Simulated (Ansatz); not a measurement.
In doubt: masses and optical values from hybrid runs of this build are listed as unsure, which bears on the screening that GW takes from such a start.

Rows from a G0W0 calculation on Ta2O5 (P2/m) (Ansatz 0.2.0; G0W0 on PBE0, plane waves, PAW; PAW set soft_1; 4×4×2 mesh, 219 empty bands, screening to 100 eV, PAW set soft_1 files), in eV. Spin-orbit coupling is left out.

```csv
row,k,band,start,Σx,Σc at the solution,Vxc
A,"(0.000, 0.000, -0.500)",v1,4.805,-25.246,4.058,-21.644
B,"(-0.500, -0.500, -0.500)",c2,13.091,-14.754,-4.656,-19.995
C,"(0.000, 0.000, -0.500)",c2,10.499,-13.036,-4.269,-17.706
D,"(0.000, 0.000, -0.500)",c1,9.974,-12.666,-4.091,-17.130
E,"(-0.500, -0.500, -0.500)",c1,11.063,-13.092,-4.388,-17.924
F,"(-0.500, -0.500, -0.500)",v1,5.556,-26.505,4.322,-22.790
```

**Question.** Give the quasiparticle energies and the shift of each level.

The quasiparticle equation reads E = start + Σx + Σc(E) − Vxc.

```csv
row,E (eV),shift (eV)
A,5.261,+0.456
B,13.677,+0.585
C,10.900,+0.401
D,10.347,+0.373
E,11.508,+0.444
F,6.162,+0.606
```

The gap over the computed points goes from 4.42 eV to 4.18 eV.

Limits: not at the basis limit; no spin-orbit coupling; coarse k mesh.

[Paths, hosts, dates, memory and timing lines, banners, echoed tables and standing remarks are left out of the program output.]

[Logs are printed without paths, hosts, clocks, repeated set-up lines and the standing remarks that a program may print on its own settings, such as how far it seeks lower states.]

[Runs of the session that timed out or met a known fault of the program may be left out.]

[Cells called generated may have been cut or substituted from an entry of the Crystallography Open Database or the Materials Project.]

[Hosts, paths, dates, database ids (printed as entryN), source tags and the programs' standing remarks are cut or masked in the printed files.]
